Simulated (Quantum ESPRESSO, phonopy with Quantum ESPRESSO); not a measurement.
# Grüneisen parameters and expansion of BP (F-43m), part 6 of 8

Wanted: mode Grüneisen parameters of BP and a free-energy fit over volumes.

Experimental results on record:
- volume expansion coefficient 9.6 1e-6/K near room temperature (given in “Thermal expansion coefficients of high thermal conducting BAs and BP materials (three times its linear coefficient)”, 2019, arxiv:1906.04101)

Quantum ESPRESSO 7.5; DFT LDA, scalar-relativistic, plane waves, GBRV ultrasoft pseudopotentials.

So far. Step 5 (Zone-centre response): The Born charges sum to zero within 0.0037 e; the rest is removed before use. Acoustic frequencies in this log differ from zero by the error of the sum rule, which ph.x does not impose. Step 6 (Forces on a displaced cell): At this level the gap is 1.15 eV on the k-mesh of the self-consistent run, which can miss the band edges.

**8. Lattice dynamics at this volume, V/V0 1**

This step: DFT LDA, scalar-relativistic, plane waves, GBRV ultrasoft pseudopotentials (phonopy with Quantum ESPRESSO 4.10.0 / 7.5).

Elapsed: 9.8 min, on 4 threads of Intel Xeon Platinum 8175M at 2.50GHz (Skylake/Cascade Lake), shared host.

Numbers from this step:

```yaml
point_group: -43m
highest_frequency: 831.6 cm⁻¹
debye_temperature_from_the_second_moment: 1115 K
lowest_frequency_on_the_path: 0 cm⁻¹
zero_point_energy: 0.2062 eV/cell
gamma_frequencies: 0, 0, 0, 823.9, 823.9, 823.9 cm⁻¹ (negative: imaginary)
```

Phonopy, LO-TO term from ph.x's tensors. The phonon branches at the labelled points (cm⁻¹):

| point | branch 1 | branch 2 | branch 3 | branch 4 | branch 5 | branch 6 |
| --- | --- | --- | --- | --- | --- | --- |
| Γ | 0 | 0 | 0 | 824 | 824 | 831 |
| halfway | 238 | 238 | 371 | 776 | 776 | 827 |
| X | 309 | 309 | 533 | 721 | 721 | 804 |
| halfway | 308 | 341 | 519 | 713 | 724 | 805 |
| U | 302 | 402 | 482 | 698 | 734 | 808 |
| jump to K | 302 | 402 | 482 | 698 | 734 | 808 |
| halfway | 211 | 273 | 377 | 779 | 790 | 810 |
| Γ | 0 | 0 | 0 | 824 | 824 | 831 |
| halfway | 175 | 175 | 356 | 801 | 801 | 812 |
| L | 223 | 223 | 515 | 777 | 781 | 781 |
| halfway | 281 | 348 | 486 | 719 | 757 | 806 |
| W | 353 | 401 | 458 | 701 | 725 | 806 |
| halfway | 331 | 345 | 506 | 711 | 723 | 805 |
| X | 309 | 309 | 533 | 721 | 721 | 804 |

The phonon branches as a text plot (rows in cm⁻¹):

```
    814 |**************************************      ************
    780 |    ***              ***            *********
    745 |       ***      *******                    ******
    710 |          ***********                        ***********
    676 |
    641 |
    606 |
    572 |
    537 |          ****                                        **
    502 |         *    ***                      *******      **
    468 |                 **                   *       ******
    433 |       **         *****             **
    398 |                ** **                         *****
    364 |     **        *       *           *         *   ***
    329 |             **      **                        **   ***
    295 |    *    **********     **        *         ***        *
    260 |       **          *****                   **
    225 |     **                *****          ******
    191 |  ***                           ** ***
    156 |                        ****      *
    121 |  **                      ***
     87 | *                          *  ***
     52 | *                          *  *
     17 |*                            **
         Γ           X  U|K            Γ         L        W     X
```

Harmonic. Thermo, by row:

| T (K) | F_vib (meV/atom) | S (J/mol-atom/K) | C_V (J/mol-atom/K) |
| --- | --- | --- | --- |
| 0 | 103.1 | 0 | 0 |
| 50 | 103.1 | 0.109 | 0.402 |
| 100 | 102.8 | 1.081 | 2.991 |
| 150 | 101.8 | 2.907 | 6.233 |
| 200 | 99.73 | 5.131 | 9.338 |
| 250 | 96.46 | 7.52 | 12.11 |
| 300 | 91.94 | 9.94 | 14.43 |
| 350 | 86.17 | 12.31 | 16.3 |
| 400 | 79.19 | 14.59 | 17.78 |
| 450 | 71.07 | 16.75 | 18.95 |
| 500 | 61.85 | 18.8 | 19.87 |
| 550 | 51.6 | 20.73 | 20.61 |
| 600 | 40.39 | 22.55 | 21.21 |
| 650 | 28.25 | 24.27 | 21.7 |
| 700 | 15.25 | 25.89 | 22.1 |
| 750 | 1.44 | 27.43 | 22.43 |
| 800 | -13.16 | 28.88 | 22.71 |
| 850 | -28.49 | 30.27 | 22.95 |
| 900 | -44.52 | 31.58 | 23.15 |
| 950 | -61.21 | 32.84 | 23.32 |
| 1000 | -78.54 | 34.04 | 23.47 |

The modes has structure finer than the step of the table below, so its rows give means over 20 cm⁻¹, whole bins alone (the curve runs from -10 to 866 cm⁻¹). Peaks (cm⁻¹: height): B 805.9: 0.0467; P 304.2: 0.0128, 469.6: 0.0133, 805.9: 0.00718.

Phonopy on the run's constants, 21x21x21 mesh, Gaussian sigma 6.3 cm⁻¹. Modes against wavenumber; means over each step; values in 1/cm⁻¹/cell:

| wavenumber (cm⁻¹) | B | P |
| --- | --- | --- |
| 0 | 2.7e-6 | 1.1e-5 |
| 20 | 2.4e-6 | 6.1e-6 |
| 40 | 2.6e-5 | 7.7e-5 |
| 60 | 4.2e-5 | 1.2e-4 |
| 80 | 1.2e-4 | 3.4e-4 |
| 100 | 1.3e-4 | 3.9e-4 |
| 120 | 2.5e-4 | 7.3e-4 |
| 140 | 3.5e-4 | 0.00106 |
| 160 | 4.4e-4 | 0.00135 |
| 180 | 7.1e-4 | 0.00222 |
| 200 | 9.9e-4 | 0.00322 |
| 220 | 0.00168 | 0.00562 |
| 240 | 0.00222 | 0.00773 |
| 260 | 0.00233 | 0.00854 |
| 280 | 0.00262 | 0.0102 |
| 300 | 0.00281 | 0.0119 |
| 320 | 0.00212 | 0.00972 |
| 340 | 0.00141 | 0.00705 |
| 360 | 0.00111 | 0.00575 |
| 380 | 0.00103 | 0.00566 |
| 400 | 9.7e-4 | 0.00555 |
| 420 | 6.0e-4 | 0.00376 |
| 440 | 5.4e-4 | 0.00468 |
| 460 | 6.7e-4 | 0.0108 |
| 480 | 5.4e-4 | 0.0114 |
| 500 | 2.0e-4 | 0.00601 |
| 520 | 4.1e-5 | 0.00192 |
| 540 | 1.5e-6 | 1.9e-4 |
| 560 | 0 | 5.7e-7 |
| 580 | 0 | 0 |
| 600 | 0 | 0 |
| 620 | 0 | 0 |
| 640 | 0 | 0 |
| 660 | 0 | 0 |
| 680 | 3.1e-4 | 8.1e-6 |
| 700 | 0.00848 | 4.1e-4 |
| 720 | 0.0146 | 0.00202 |
| 740 | 0.0180 | 0.00375 |
| 760 | 0.0175 | 0.00427 |
| 780 | 0.0152 | 0.00411 |
| 800 | 0.0312 | 0.00545 |
| 820 | 0.0194 | 0.00356 |
| 840 | 0.00131 | 3.6e-4 |

No LO-TO term. The modes at Γ (shares of kinetic energy by element, %):

| mode | frequency (cm⁻¹) | symmetry | B % | P % |
| --- | --- | --- | --- | --- |
| 1 | 0.0 | T2 | 26 | 74 |
| 2 | 0.0 | T2 | 26 | 74 |
| 3 | 0.0 | T2 | 26 | 74 |
| 4 | 823.9 | T2 | 74 | 26 |
| 5 | 823.9 | T2 | 74 | 26 |
| 6 | 823.9 | T2 | 74 | 26 |

Displacements in mode 6 (823.9 cm⁻¹), the largest set to 1:
```
B1   1.00  0.00  0.00
P2  -0.35  0.00  0.00
```

No mode is imaginary beyond numerical noise along the path.

The time given is that of the 2 pw.x runs on displaced cells behind this step.

The supercell is 7.8 Å across at its narrowest and was not tested against a larger one: only its own wavevectors are exact, and acoustic branches between them, with the entropy at low temperature, can be off.

**9. Ground state at this cell, V/V0 1.015**

A tight ground state at this cell gives the energy of this member; its pressure is the stress at this cutoff, which can carry an offset from the finite basis.

This step: DFT LDA, scalar-relativistic, plane waves, GBRV ultrasoft pseudopotentials (Quantum ESPRESSO 7.5).

System of this step: BP. It takes space group F-43m (No. 216, cubic). Conventional cell: a = 4.510 Å, b = 4.510 Å, c = 4.510 Å, α = 90.00°, β = 90.00°, γ = 90.00°. Nearest to B lie 4 P at 1.95 Å. Nearest to P lie 4 B at 1.95 Å. Farther neighbours are not listed.

File scf.in:

```
 &control
    calculation='scf',
    prefix='x',
    outdir='./tmp',
    pseudo_dir='./pseudo',
    tprnfor=.true.,
    tstress=.true.,
 /
 &system
    ibrav=0,
    nat=2,
    ntyp=2,
    ecutwfc=30.0,
    ecutrho=180.0,
    occupations='fixed',
    nbnd=6,
 /
 &electrons
    conv_thr=1.0d-12,
    mixing_beta=0.7,
    electron_maxstep=100,
 /
ATOMIC_SPECIES
 B      10.8100  B.upf
 P      30.9738  P.upf
CELL_PARAMETERS angstrom
     0.000000000    2.254960088    2.254960088
     2.254960088    0.000000000    2.254960088
     2.254960088    2.254960088    0.000000000
ATOMIC_POSITIONS crystal
 B      0.000000000   0.000000000   0.000000000
 P      0.250000000   0.250000000   0.250000000
K_POINTS automatic
 12 12 12 0 0 0
```

Launch:

```
OMP_NUM_THREADS=1 mpirun -n 4 pw.x -nk 4 -in scf.in > scf.out
```

Log:

```text
[banner, memory and clock lines left out]
Program PWSCF v.7.5

     Message from routine setup:
     using ibrav=0 with symmetry is DISCOURAGED, use correct ibrav instead

     G-vector sticks info

     bravais-lattice index     =            0
     lattice parameter (alat)  =       6.0263  a.u.
     unit-cell volume          =     154.7545 (a.u.)^3
     number of atoms/cell      =            2
     number of atomic types    =            2
     number of electrons       =         8.00
[...]
atom    2 type  2   force =     0.00000000   -0.00000000   -0.00000000

     Total force =     0.000000     Total SCF correction =     0.000000

     Computing stress (Cartesian axis) and pressure

          total   stress  (Ry/bohr**3)                   (kbar)     P=      -26.93
[...]
0.00000000  -0.00018306   0.00000000            0.00      -26.93        0.00
   0.00000000   0.00000000  -0.00018306            0.00        0.00      -26.93

     XML data file, charge density, pseudopotentials, collected wavefunctions
[key lines of the parts left out:]
!    total energy              =     -22.00890770 Ry
convergence has been achieved in   9 iterations
```

The job ended after 4.1 s (4 MPI ranks; 15 s of CPU time).

At this level the gap is 1.16 eV on the k-mesh of the self-consistent run, which can miss the band edges.

**10. Born charges and dielectric tensor**

In a polar crystal the Born charges and ε∞ give the long-range dipole term that a finite supercell misses. They are those of this k-mesh and were not tested on a denser one; where the gap is small they converge slowly, and the LO modes with them.

File ph.in:

```
phonons
 &inputph
    prefix='x',
    outdir='./tmp',
    fildyn='x.dyn',
    tr2_ph=1.0d-18,
    epsil=.true.,
 /
0.000000000 0.000000000 0.000000000
```

scf.in is that of step 9.

Launch:

```
OMP_NUM_THREADS=1 mpirun -n 4 ph.x -nk 4 -in ph.in > ph.out
```

Log:

```text
[banner, memory and clock lines left out]
Program PHONON v.7.5

     ./tmp/x.save/

     IMPORTANT: XC functional enforced from input :
     Exchange-correlation= PZ
                           (   1   1   0   0   0   0   0)
     Any further DFT definition will be discarded
     Please, verify this is what you really want

     G-vector sticks info

     Reading collected, re-writing distributed wavefunctions in ./tmp/

     Number and degeneracy of irreps per q-point
       N         xq(1)         xq(2)         xq(3)   N irreps
[...]
freq (    1) =      -0.419140 [THz] =     -13.981008 [cm-1]
     freq (    2) =      -0.419140 [THz] =     -13.981008 [cm-1]
     freq (    3) =      -0.419140 [THz] =     -13.981008 [cm-1]
     freq (    4) =      24.314946 [THz] =     811.059298 [cm-1]
     freq (    5) =      24.314946 [THz] =     811.059298 [cm-1]
     freq (    6) =      24.314946 [THz] =     811.059298 [cm-1]
 **************************************************************************

     Mode symmetry, T_d (-43m)  point group:

     freq (   1-   3) =        -14.0  [cm-1]   --> T_2  G_15 P_4   I+R
     freq (   4-   6) =        811.1  [cm-1]   --> T_2  G_15 P_4   I+R
```

It took 36 s on 4 MPI ranks; 2.4 min of CPU time.

ε∞:

```
9.22 0.00 0.00
0.00 9.22 0.00
0.00 0.00 9.22
```

The Born charges sum to zero within 0.0037 e; the rest is removed before use. Acoustic frequencies in this log differ from zero by the error of the sum rule, which ph.x does not impose.

**11. Forces on a displaced cell**

One atom (for the harmonic constants) or a pair of atoms (for the cubic ones) is moved by a few hundredths of an ångström; the forces on all atoms give a column of force constants. The threshold is tight because the forces are small.

System of this step: BP. The cell holds 54 atoms: 27 B and 27 P. Its edges and angles: a = 9.567 Å, b = 9.567 Å, c = 9.567 Å, α = 60.0°, β = 60.0°, γ = 60.0°. It derives from BP, repeated 3×3×3.

File disp-00001.in:

```
 &control
    calculation='scf',
    prefix='x',
    outdir='./tmp',
    pseudo_dir='./pseudo',
    tprnfor=.true.,
    disk_io='none',
 /
 &system
    ibrav=0,
    nat=54,
    ntyp=2,
    ecutwfc=30.0,
    ecutrho=180.0,
    occupations='fixed',
    nbnd=110,
 /
 &electrons
    conv_thr=1.0d-11,
    mixing_beta=0.7,
    electron_maxstep=100,
 /
ATOMIC_SPECIES
 B      10.8100  B.upf
 P      30.9738  P.upf
CELL_PARAMETERS angstrom
     0.000000000    6.764880263    6.764880263
     6.764880263    0.000000000    6.764880263
     6.764880263    6.764880263    0.000000000
ATOMIC_POSITIONS crystal
 B      0.002090523   0.000000000   0.000000000
 B      0.333333333   0.000000000   0.000000000
 B      0.666666667   0.000000000   0.000000000
 B      0.000000000   0.333333333   0.000000000
 B      0.333333333   0.333333333   0.000000000
 B      0.666666667   0.333333333   0.000000000
 B      0.000000000   0.666666667   0.000000000
 B      0.333333333   0.666666667   0.000000000
 B      0.666666667   0.666666667   0.000000000
 B      0.000000000   0.000000000   0.333333333
 B      0.333333333   0.000000000   0.333333333
 B      0.666666667   0.000000000   0.333333333
 B      0.000000000   0.333333333   0.333333333
 B      0.333333333   0.333333333   0.333333333
 B      0.666666667   0.333333333   0.333333333
 B      0.000000000   0.666666667   0.333333333
 B      0.333333333   0.666666667   0.333333333
 B      0.666666667   0.666666667   0.333333333
 B      0.000000000   0.000000000   0.666666667
 B      0.333333333   0.000000000   0.666666667
 B      0.666666667   0.000000000   0.666666667
 B      0.000000000   0.333333333   0.666666667
 B      0.333333333   0.333333333   0.666666667
 B      0.666666667   0.333333333   0.666666667
 B      0.000000000   0.666666667   0.666666667
 B      0.333333333   0.666666667   0.666666667
 B      0.666666667   0.666666667   0.666666667
 P      0.083333333   0.083333333   0.083333333
 P      0.416666667   0.083333333   0.083333333
 P      0.750000000   0.083333333   0.083333333
 P      0.083333333   0.416666667   0.083333333
 P      0.416666667   0.416666667   0.083333333
 P      0.750000000   0.416666667   0.083333333
 P      0.083333333   0.750000000   0.083333333
 P      0.416666667   0.750000000   0.083333333
 P      0.750000000   0.750000000   0.083333333
 P      0.083333333   0.083333333   0.416666667
 P      0.416666667   0.083333333   0.416666667
 P      0.750000000   0.083333333   0.416666667
 P      0.083333333   0.416666667   0.416666667
 P      0.416666667   0.416666667   0.416666667
 P      0.750000000   0.416666667   0.416666667
 P      0.083333333   0.750000000   0.416666667
 P      0.416666667   0.750000000   0.416666667
 P      0.750000000   0.750000000   0.416666667
 P      0.083333333   0.083333333   0.750000000
 P      0.416666667   0.083333333   0.750000000
 P      0.750000000   0.083333333   0.750000000
 P      0.083333333   0.416666667   0.750000000
 P      0.416666667   0.416666667   0.750000000
 P      0.750000000   0.416666667   0.750000000
 P      0.083333333   0.750000000   0.750000000
 P      0.416666667   0.750000000   0.750000000
 P      0.750000000   0.750000000   0.750000000
K_POINTS automatic
 3 3 3 0 0 0
```

Launch:

```
OMP_NUM_THREADS=1 mpirun -n 2 pw.x -nk 2 -in disp-00001.in > disp-00001.out
```

Log:

```text
[banner, memory and clock lines left out]
Program PWSCF v.7.5

     Message from routine setup:
     using ibrav=0 with symmetry is DISCOURAGED, use correct ibrav instead

     G-vector sticks info

     bravais-lattice index     =            0
     lattice parameter (alat)  =      18.0790  a.u.
     unit-cell volume          =    4178.3704 (a.u.)^3
     number of atoms/cell      =           54
     number of atomic types    =            2
     number of electrons       =       216.00
[...]
atom    1 type  1   force =    -0.00042192   -0.01088726   -0.01088726
     atom    2 type  1   force =     0.00029057    0.00039763    0.00039763
     atom    3 type  1   force =    -0.00029105    0.00038228    0.00038228
[...]
atom   53 type  2   force =     0.00008999   -0.00002129   -0.00002129
     atom   54 type  2   force =     0.00000012   -0.00002226   -0.00002226

     Total force =     0.018013     Total SCF correction =     0.000001
     Message from routine punch:
     Nothing written, as per user request (disk_io='none')
[key lines of the parts left out:]
!    total energy              =    -594.23855871 Ry
convergence has been achieved in  18 iterations
```

Elapsed: 9.7 min, on 2 MPI ranks.

**12. Lattice dynamics at this volume, V/V0 1.015**

This step: DFT LDA, scalar-relativistic, plane waves, GBRV ultrasoft pseudopotentials (phonopy with Quantum ESPRESSO 4.10.0 / 7.5).

Wall time 10 min (4 threads); 39 min of CPU time.

Phonopy, LO-TO term from ph.x's tensors. Phonon branches along the path, in cm⁻¹:

| point | branch 1 | branch 2 | branch 3 | branch 4 | branch 5 | branch 6 |
| --- | --- | --- | --- | --- | --- | --- |
| Γ | 0 | 0 | 0 | 812 | 812 | 818 |
| halfway | 237 | 237 | 366 | 762 | 762 | 814 |
| X | 310 | 310 | 526 | 704 | 704 | 791 |
| halfway | 308 | 340 | 512 | 698 | 708 | 791 |
| U | 302 | 400 | 475 | 684 | 718 | 793 |
| jump to K | 302 | 400 | 475 | 684 | 718 | 793 |
| halfway | 211 | 270 | 372 | 766 | 777 | 797 |
| Γ | 0 | 0 | 0 | 812 | 812 | 818 |
| halfway | 175 | 175 | 350 | 788 | 788 | 800 |
| L | 224 | 224 | 507 | 765 | 767 | 767 |
| halfway | 281 | 346 | 479 | 706 | 742 | 790 |
| W | 352 | 400 | 451 | 689 | 708 | 790 |
| halfway | 331 | 344 | 499 | 697 | 707 | 790 |
| X | 310 | 310 | 526 | 704 | 704 | 791 |

The phonon branches as a text plot (rows in cm⁻¹):

```
    801 |**************************************      ************
    767 |    ***              ***            *********
    733 |       ***       ******                    *****
    699 |          ***********                        ***********
    665 |
    631 |
    597 |
    563 |
    529 |          *****                                       **
    495 |         *     **                      *******      **
    460 |                 **                   *       ******
    426 |       **         *****             **
    392 |                ** **                         ******
    358 |     **        *       *           *         *  *****
    324 |            ****     **                        *    ****
    290 |    *    ***    *****   **        *         ***
    256 |       **            ***                   **
    222 |     **                *****          *****
    188 |  ***                           ** ***
    153 |                        ****      *
    119 |  **                      ***
     85 | *                          *  ***
     51 |                            *  *
     17 |*                            **
         Γ           X  U|K            Γ         L        W     X
```

No mode is imaginary beyond numerical noise along the path. The highest zone-centre mode (no LO–TO term) moved by -1.5 % for a volume change of +1.5 %.

The time given is that of the 2 pw.x runs on displaced cells behind this step.

**13. Ground state at this cell, V/V0 0.985**

A tight ground state at this cell gives the energy of this member; its pressure is the stress at this cutoff, which can carry an offset from the finite basis.

This step: DFT LDA, scalar-relativistic, plane waves, GBRV ultrasoft pseudopotentials (Quantum ESPRESSO 7.5).

System of this step: BP. The structure is cubic, space group F-43m (No. 216). Conventional cell: a = 4.465 Å, b = 4.465 Å, c = 4.465 Å, α = 90.00°, β = 90.00°, γ = 90.00°. Nearest to B lie 4 P at 1.93 Å. Nearest to P lie 4 B at 1.93 Å. Farther neighbours are not listed.

Changes to scf.in since step 10:

```diff
@@ -26,5 +26,5 @@
 CELL_PARAMETERS angstrom
-     0.000000000    2.254960088    2.254960088
-     2.254960088    0.000000000    2.254960088
-     2.254960088    2.254960088    0.000000000
+     0.000000000    2.232521185    2.232521185
+     2.232521185    0.000000000    2.232521185
+     2.232521185    2.232521185    0.000000000
 ATOMIC_POSITIONS crystal
```

Launch:

```
OMP_NUM_THREADS=1 mpirun -n 4 pw.x -nk 4 -in scf.in > scf.out
```

Log:

```text
[banner, memory and clock lines left out]
Program PWSCF v.7.5

     Message from routine setup:
     using ibrav=0 with symmetry is DISCOURAGED, use correct ibrav instead

     G-vector sticks info

     bravais-lattice index     =            0
     lattice parameter (alat)  =       5.9664  a.u.
     unit-cell volume          =     150.1804 (a.u.)^3
     number of atoms/cell      =            2
     number of atomic types    =            2
     number of electrons       =         8.00
[...]
atom    2 type  2   force =     0.00000000   -0.00000000    0.00000000

     Total force =     0.000000     Total SCF correction =     0.000000

     Computing stress (Cartesian axis) and pressure

          total   stress  (Ry/bohr**3)                   (kbar)     P=       26.04
[...]
0.00000000   0.00017703  -0.00000000            0.00       26.04       -0.00
   0.00000000   0.00000000   0.00017703            0.00        0.00       26.04

     XML data file, charge density, pseudopotentials, collected wavefunctions
[key lines of the parts left out:]
!    total energy              =     -22.00866440 Ry
convergence has been achieved in  10 iterations
```

Elapsed: 4.2 s, on 4 MPI ranks; 16 s of CPU time.

The run ends at a pressure of 2.60 GPa.

[end of part 6 of 8]

[Logs are printed without paths, hosts, clocks, repeated set-up lines and the standing remarks that a program may print on its own settings, such as how far it seeks lower states.]

[Hosts, paths, dates, database ids (printed as entryN), source tags and the programs' standing remarks are cut or masked in the printed files.]

[A step with changed settings may run another functional than the one named; its input shows which.]

[Of the runs on displaced cells, only some may be shown.]
